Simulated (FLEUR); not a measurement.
# Magnetic state of TaRu from several starts, part 3 of 3

Aim: find out whether TaRu carries moments, and which collinear order costs least.

FLEUR MaX-R8.1; PBEsol; all-electron FLAPW, Dirac cores, scalar-relativistic bands.

So far. Step 5 (Order 4, typed as antiferro q=(1/2,1/2,1/2) +-): It lies 0.447 meV a seeded atom over the first start. Step 6 (Run 5 (no spin polarisation)): It lies 0.446 meV a seeded atom over the first start.

## 7. A faulty input

An input with a fault is tried, to see how the program answers.

File inp.xml:

```
<?xml version="1.0" encoding="UTF-8" standalone="no"?>
<fleurInput fleurInputVersion="0.39">
   <comment>
      TaRu
   </comment>
   <calculationSetup>
      <cutoffs Kmax="3.6" Gmax="10.8" GmaxXC="10.8" numbands="0"/>
      <scfLoop itmax="50" minDistance="0.00002" maxIterBroyd="15" imix="Anderson" alpha="0.05" precondParam="0.0" spinf="2.0" sdNocoIR="T"/>
      <coreElectrons ctail="T" frcor="F" kcrel="0" coretail_lmax="0"/>
      <xcFunctional name="PBEs" relativisticCorrections="F"/>
      <magnetism jspins="2"/>
      <soc l_soc="F" theta="0.0" phi="0.0" spav="F"/>
      <expertModes spex="0" secvar="F"/>
      <geometryOptimization l_f="F" forcealpha="1.0" forcemix="BFGS" epsdisp="0.00001" epsforce="0.00001"/>
      <ldaU l_linMix="F" mixParam="0.05" spinf="1.0"/>
   </calculationSetup>
   <cell>
      <bzIntegration valenceElectrons="41.0" mode="hist" fermiSmearingEnergy="0.00110248">
         <kPointListSelection listName="default-1"/>
         <xi:include xmlns:xi="http://www.w3.org/2001/XInclude" href="kpts.xml"> </xi:include>
      </bzIntegration>
      <xi:include xmlns:xi="http://www.w3.org/2001/XInclude" href="sym.xml"> </xi:include>
      <bulkLattice scale="1.0">
         <bravaisMatrix>
            <row-1>    6.0225571591001996     0.0000000000000000     0.0000000000000000</row-1>
            <row-2>    0.0000000000000000     6.0225571591001996     0.0000000000000000</row-2>
            <row-3>    0.0000000000000000     0.0000000000000000     6.0225571591001996</row-3>
         </bravaisMatrix>
      </bulkLattice>
   </cell>
   <atomSpecies>
      <species name="Tantalum (Ta)" element="Ta" atomicNumber="73">
         <mtSphere radius="1.00" gridPoints="839" logIncrement="0.016"/>
         <atomicCutoffs lmax="10" lnonsphr="8"/>
         <electronConfig flipSpins="F">
            <coreConfig>(1s1/2) (2s1/2) (2p1/2) (2p3/2) (3s1/2) (3p1/2) (3p3/2) (4s1/2) (3d3/2) (3d5/2) (4p1/2) (4p3/2) (4d3/2) (4d5/2)</coreConfig>
            <valenceConfig>(5s1/2) (5p1/2) (5p3/2) (6s1/2) (4f5/2) (4f7/2) (5d3/2) (5d5/2)</valenceConfig>
            <stateOccupation state="(5d3/2)" spinUp="0.600000" spinDown="0.600000"/>
            <stateOccupation state="(5d5/2)" spinUp="0.900000" spinDown="0.900000"/>
         </electronConfig>
         <energyParameters s="6" p="6" d="5" f="5"/>
         <lo type="SCLO" l="0" n="5" eDeriv="0"/>
         <lo type="SCLO" l="1" n="5" eDeriv="0"/>
         <lo type="SCLO" l="3" n="4" eDeriv="0"/>
      </species>
      <species name="Ruthenium 1.500" element="Ru" atomicNumber="44">
         <mtSphere radius="1.00" gridPoints="839" logIncrement="0.015"/>
         <atomicCutoffs lmax="10" lnonsphr="8"/>
         <electronConfig flipSpins="F">
            <coreConfig>(1s1/2) (2s1/2) (2p1/2) (2p3/2) (3s1/2) (3p1/2) (3p3/2) (4s1/2) (3d3/2) (3d5/2)</coreConfig>
            <valenceConfig>(4p1/2) (4p3/2) (5s1/2) (4d3/2) (4d5/2)</valenceConfig>
            <stateOccupation state="(5s1/2)" spinUp="0.5" spinDown="0.5"/>
            <stateOccupation state="(4d3/2)" spinUp="1.4" spinDown="1.4"/>
            <stateOccupation state="(4d5/2)" spinUp="2.85" spinDown="1.35"/>
         </electronConfig>
         <energyParameters s="5" p="5" d="4" f="4"/>
         <lo type="SCLO" l="1" n="4" eDeriv="0"/>
      </species>
   </atomSpecies>
   <atomGroups>
      <atomGroup species="Tantalum (Ta)">
         <relPos label="                   1">1.000/2.000 1.000/2.000 1.000/2.000</relPos>
         <force calculate="T" relaxXYZ="TTT"/>
      </atomGroup>
      <atomGroup species="Ruthenium 1.500">
         <relPos label="                   2">.0000000000 .0000000000 .0000000000</relPos>
         <force calculate="T" relaxXYZ="TTT"/>
      </atomGroup>
   </atomGroups>
   <output dos="F" band="F" slice="F">
      <bandDOS minEnergy="-.5*Htr" maxEnergy="0.5*Htr" sigma="0.015" storeEVData="T"/>
      <plotting iplot="0" polar="F">
         <plot TwoD="T" vec1="  1.0  0.0  0.0" vec2="  0.0  1.0  0.0" vec3="  0.0  0.0  1.0" zero="  0.0  0.0  0.0" file="plot"/>
      </plotting>
      <moessbauerParams electricFieldGradient="F" isomerShift="F" coreHyperfine="F" valenceHyperfine="F"/>
   </output>
</fleurInput>
```

File crystal.txt:

```
TaRu
&input film=F cartesian=F /
3.18700000000  0.00000000000  0.00000000000
0.00000000000  3.18700000000  0.00000000000
0.00000000000  0.00000000000  3.18700000000
1.8897261246
1.0 1.0 1.0

2
73 0.50000000000  0.50000000000  0.50000000000
44 0.00000000000  0.00000000000  0.00000000000 : 1.500

&kpt div1=8 div2=8 div3=8 gamma=T /
```

On the command line:

```console
$ OMP_NUM_THREADS=1 inpgen -f crystal.txt > inpgen.log  # inp.xml is then edited as shown
$ OMP_NUM_THREADS=1 mpirun -n 4 fleur_MPI > fleur.log
```

Output:

```text
[banner, memory and clock lines left out]
Welcome to FLEUR        (www.flapw.de)
      MaX-Release 8.1          (www.max-centre.eu)

 ========== k-point set info ==========
 Selected k-point list: default-1
 k-point list type: mesh
 0 x 0 x 0
 Number of k points: 36

 ------------Calculation Setup---------------------------
 Number of PE/node        :            4
 Number of OMP-threads    :            1
 k-points in parallel     :            4
 pe's per k-point         :            1
 No of k-point loops      :            9
 Eigenvalue solver        :       lapack
 Number of basis functions:          225
 Approximate size of matrices (H+S) per k-point:         0.001 GB
************FLEUR-Warning*****************
Error message: Too low eigenvalue detected
Error occurred in subroutine: fermi
Hint: If the lowest eigenvalue is more than 1Htr below the lowest energy parameter, you probably have picked up a ghoststate
Error from PE:0/4
*****************************************
Warnings not ignored. To make the warning nonfatal create a file 'JUDFT_WARN_ONLY' in the working directory or start FLEUR with the -warn_only command line option.
Memory (rank 0): 0.038 GB (peak 0.063 GB)
```

The job ended after 3.6 s (4 MPI ranks of Arm Neoverse V1, shared host; peak memory 0.15 GiB).

The run ended with an error.

The program's message: “Too low eigenvalue detected”

The fault in the input: spheres far too small.

Small spheres leave the sharp parts of the states to plane waves, which this Kmax can't hold, and cores leak out.

## 8. Energies of the orders

Free energies are divided by the number of seeded atoms, so that cells of unlike size compare. Wavevectors q in the names are fractions of the primitive cell's reciprocal vectors.

Orders:

```tsv
start	final state	typed order kept	energy over the lowest (meV a seeded atom)	largest sphere moment (μB)	net moment (μB a primitive cell)	mesh matched	CPU time (s)
ferro +	ferromagnetic	yes	0	0.1776	0.1972	yes	111.7
antiferro q=(0,0,1/2) +-	non-magnetic	no	0.4468	0	0	yes	421.4
antiferro q=(0,1/2,1/2) +-	non-magnetic	no	0.4469	0	0	yes	690.4
antiferro q=(1/2,1/2,1/2) +-	non-magnetic	no	0.447	0	0	yes	346.1
no spin polarisation	non-magnetic	-	0.4461	0	0	yes	35.58
```

## 9. Spin–orbit coupling, moments along [001]

Spin–orbit coupling ties the spins to the lattice and lets orbital moments form.

A new self-consistent run of the start ferro +, with the moments along z.

File inp.xml:

```
<?xml version="1.0" encoding="UTF-8" standalone="no"?>
<fleurInput fleurInputVersion="0.39">
   <comment>
      TaRu
   </comment>
   <calculationSetup>
      <cutoffs Kmax="3.6" Gmax="10.8" GmaxXC="10.8" numbands="81"/>
      <scfLoop itmax="90" minDistance="0.00002" maxIterBroyd="15" imix="Anderson" alpha="0.05" precondParam="0.0" spinf="2.0" sdNocoIR="T"/>
      <coreElectrons ctail="T" frcor="F" kcrel="0" coretail_lmax="0"/>
      <xcFunctional name="PBEs" relativisticCorrections="F"/>
      <magnetism jspins="2"/>
      <soc l_soc="T" theta="0.0" phi="0.0" spav="F"/>
      <expertModes spex="0" secvar="F"/>
      <geometryOptimization l_f="F" forcealpha="1.0" forcemix="BFGS" epsdisp="0.00001" epsforce="0.00001"/>
      <ldaU l_linMix="F" mixParam="0.05" spinf="1.0"/>
   </calculationSetup>
   <cell>
      <bzIntegration valenceElectrons="41.0" mode="hist" fermiSmearingEnergy="0.00110248">
         <kPointListSelection listName="default-1"/>
         <xi:include xmlns:xi="http://www.w3.org/2001/XInclude" href="kpts.xml"> </xi:include>
      </bzIntegration>
      <xi:include xmlns:xi="http://www.w3.org/2001/XInclude" href="sym.xml"> </xi:include>
      <bulkLattice scale="1.0">
         <bravaisMatrix>
            <row-1>    6.0225571591001996     0.0000000000000000     0.0000000000000000</row-1>
            <row-2>    0.0000000000000000     6.0225571591001996     0.0000000000000000</row-2>
            <row-3>    0.0000000000000000     0.0000000000000000     6.0225571591001996</row-3>
         </bravaisMatrix>
      </bulkLattice>
   </cell>
   <atomSpecies>
      <species name="Tantalum (Ta)" element="Ta" atomicNumber="73">
         <mtSphere radius="2.54" gridPoints="839" logIncrement="0.016"/>
         <atomicCutoffs lmax="10" lnonsphr="8"/>
         <electronConfig flipSpins="F">
            <coreConfig>(1s1/2) (2s1/2) (2p1/2) (2p3/2) (3s1/2) (3p1/2) (3p3/2) (4s1/2) (3d3/2) (3d5/2) (4p1/2) (4p3/2) (4d3/2) (4d5/2)</coreConfig>
            <valenceConfig>(5s1/2) (5p1/2) (5p3/2) (6s1/2) (4f5/2) (4f7/2) (5d3/2) (5d5/2)</valenceConfig>
            <stateOccupation state="(5d3/2)" spinUp="0.600000" spinDown="0.600000"/>
            <stateOccupation state="(5d5/2)" spinUp="0.900000" spinDown="0.900000"/>
         </electronConfig>
         <energyParameters s="6" p="6" d="5" f="5"/>
         <lo type="SCLO" l="0" n="5" eDeriv="0"/>
         <lo type="SCLO" l="1" n="5" eDeriv="0"/>
         <lo type="SCLO" l="3" n="4" eDeriv="0"/>
      </species>
      <species name="Ruthenium 1.500" element="Ru" atomicNumber="44">
         <mtSphere radius="2.54" gridPoints="839" logIncrement="0.015"/>
         <atomicCutoffs lmax="10" lnonsphr="8"/>
         <electronConfig flipSpins="F">
            <coreConfig>(1s1/2) (2s1/2) (2p1/2) (2p3/2) (3s1/2) (3p1/2) (3p3/2) (4s1/2) (3d3/2) (3d5/2)</coreConfig>
            <valenceConfig>(4p1/2) (4p3/2) (5s1/2) (4d3/2) (4d5/2)</valenceConfig>
            <stateOccupation state="(5s1/2)" spinUp="0.5" spinDown="0.5"/>
            <stateOccupation state="(4d3/2)" spinUp="1.4" spinDown="1.4"/>
            <stateOccupation state="(4d5/2)" spinUp="2.85" spinDown="1.35"/>
         </electronConfig>
         <energyParameters s="5" p="5" d="4" f="4"/>
         <lo type="SCLO" l="1" n="4" eDeriv="0"/>
      </species>
   </atomSpecies>
   <atomGroups>
      <atomGroup species="Tantalum (Ta)">
         <relPos label="                   1">1.000/2.000 1.000/2.000 1.000/2.000</relPos>
         <force calculate="T" relaxXYZ="TTT"/>
      </atomGroup>
      <atomGroup species="Ruthenium 1.500">
         <relPos label="                   2">.0000000000 .0000000000 .0000000000</relPos>
         <force calculate="T" relaxXYZ="TTT"/>
      </atomGroup>
   </atomGroups>
   <output dos="F" band="F" slice="F">
      <bandDOS minEnergy="-.5*Htr" maxEnergy="0.5*Htr" sigma="0.015" storeEVData="T"/>
      <plotting iplot="0" polar="F">
         <plot TwoD="T" vec1="  1.0  0.0  0.0" vec2="  0.0  1.0  0.0" vec3="  0.0  0.0  1.0" zero="  0.0  0.0  0.0" file="plot"/>
      </plotting>
      <moessbauerParams electricFieldGradient="F" isomerShift="F" coreHyperfine="F" valenceHyperfine="F"/>
   </output>
</fleurInput>
```

File crystal.txt:

```
TaRu
&input film=F cartesian=F /
3.18700000000  0.00000000000  0.00000000000
0.00000000000  3.18700000000  0.00000000000
0.00000000000  0.00000000000  3.18700000000
1.8897261246
1.0 1.0 1.0

2
73 0.50000000000  0.50000000000  0.50000000000
44 0.00000000000  0.00000000000  0.00000000000 : 1.500

&soc 0.0000000 0.0000000 /
&kpt div1=8 div2=8 div3=8 gamma=T /
```

Output:

```text
[banner, memory and clock lines left out]
Welcome to FLEUR        (www.flapw.de)
      MaX-Release 8.1          (www.max-centre.eu)

 ========== k-point set info ==========
 Selected k-point list: default-1
 k-point list type: mesh
 0 x 0 x 0
 Number of k points: 92

 [... set-up left out ...]
 Iteration:     1   Distance:      19.47853961 me/bohr^3
 Iteration:     2   Distance:      14.95097111 me/bohr^3
 Iteration:     3   Distance:       8.30753671 me/bohr^3
 Iteration:     4   Distance:       6.34919342 me/bohr^3
 Iteration:     5   Distance:       6.73904398 me/bohr^3
 Iteration:     6   Distance:       3.13772350 me/bohr^3
 Iteration:     7   Distance:       2.07890642 me/bohr^3
 Iteration:     8   Distance:       1.74199707 me/bohr^3
 Iteration:     9   Distance:       1.11195155 me/bohr^3
 Iteration:    10   Distance:       1.06240294 me/bohr^3
[... 17 iterations left out ...]
 Iteration:    28   Distance:       0.00100876 me/bohr^3
 Iteration:    29   Distance:       0.00037710 me/bohr^3
 Iteration:    30   Distance:       0.00036982 me/bohr^3
 Iteration:    31   Distance:       0.00035433 me/bohr^3
 Iteration:    32   Distance:       0.00030275 me/bohr^3
 Iteration:    33   Distance:       0.00022902 me/bohr^3
 Iteration:    34   Distance:       0.00011489 me/bohr^3
 Iteration:    35   Distance:       0.00006326 me/bohr^3
 Iteration:    36   Distance:       0.00004661 me/bohr^3
 Iteration:    37   Distance:       0.00000923 me/bohr^3

 ********************************************************************
 Run finished successfully
 Stop message:
   all done
 ********************************************************************

--- out.xml (last complete iteration) ---
<iteration numberForCurrentRun="   37" overallNumber="   37">
         [... left out ...]
         <bandgap value="0.0000216808" units="eV"/>
         <sumValenceSingleParticleEnergies value="-13.3131344946" units="Htr"/>
         <FermiEnergy value="0.5166953396" units="Htr"/>
         [... left out ...]
         <magneticMomentsInMTSpheres units="muBohr">
            <globalMagMoment atomType="1" vec="0.00000   0.00000   0.01391"/>
            <globalMagMoment atomType="2" vec="0.00000   0.00000   0.17162"/>
         </magneticMomentsInMTSpheres>
         <orbitalMomentsInMTSpheres units="muBohr">
            <globalMagMoment atomType="1" vec="0.00000   0.00000  -0.00263"/>
            <globalMagMoment atomType="2" vec="0.00000   0.00000   0.00519"/>
         </orbitalMomentsInMTSpheres>
         [... left out ...]
         <totalEnergy value="   -20151.0983439040" units="Htr">
            <sumOfEigenvalues value="   -12243.7375659532">
               <coreElectrons value="-12230.4244314586"/>
               <valenceElectrons value="-13.3131344946"/>
            </sumOfEigenvalues>
         [... left out ...]
            <freeEnergy value="-20151.0986717423"/>
            <extrapolationTo0K value="-20151.0985078231"/>
         </totalEnergy>
         <densityConvergence units="me/bohr^3">
            <chargeDensity spin="1" distance="0.0000070785"/>
            <chargeDensity spin="2" distance="0.0000050872"/>
            <overallChargeDensity distance="0.0000092279"/>
            <spinDensity distance="0.0000081740"/>
         </densityConvergence>
      </iteration>
```

Run time: 2.4 min. Hardware: 4 MPI ranks; peak memory 0.37 GiB; 9.8 min of CPU time.

Numbers from this step:

| Property | Result |
| --- | --- |
| free energy | -548339.3292 eV |
| program's band gap on this mesh (in a metal only a level spacing) | 2.17e-5 eV |
| magnetization | 0.1878 μB |
| final state | ferromagnetic |
| largest moment | 0.1716 μB |
| orbital moment along the spin | 0.00519 μB |

Orbital moment in the sphere, along the spin axis by atom:

```tsv
atom	orbital moment in the sphere, along the spin axis (μB)
Ta1	-0.0026
Ru2	0.0052
```

## 10. Outcome

| Quantity | Value |
| --- | --- |
| lowest state found | ferromagnetic (typed ferro +) |
| largest site spin moment | 0.178 μB |
| next finished state | non-magnetic, 0.446 meV a seeded atom higher |
| energy gained by spin polarisation | 0.446 meV a seeded atom |
| orbital moment on the atom of largest spin, along its spin (spin–orbit run) | 0.00519 μB |

**Reading.** The lowest state found is ferromagnetic, reached from the start ferro +, with moments up to 0.178 μB. The two lowest states lie so close that the mesh, the functional or spin–orbit coupling could swap them. Spin polarisation gains little, as in a weak itinerant magnet. 3 starts left the typed pattern (a sign turned, or a seeded moment died or shrank under 0.15 μB), so such an energy belongs to the state reached, not the one typed. On the atom of largest spin the orbital moment is almost quenched. This is the lowest of 5 finished starts, no proof of the ground state.

[Logs and program files are shortened in this print: banners, set-up blocks, solver, clock and traceback lines can be left out without a mark of their own.]

[Logs are printed without paths, hosts, clocks, repeated set-up lines and the standing remarks that a program may print on its own settings, such as how far it seeks lower states.]

[Hosts, paths, dates, database ids (printed as entryN), source tags and the programs' standing remarks are cut or masked in the printed files.]

[Where a cell is said to come from a database of computed structures, the database is the Materials Project.]
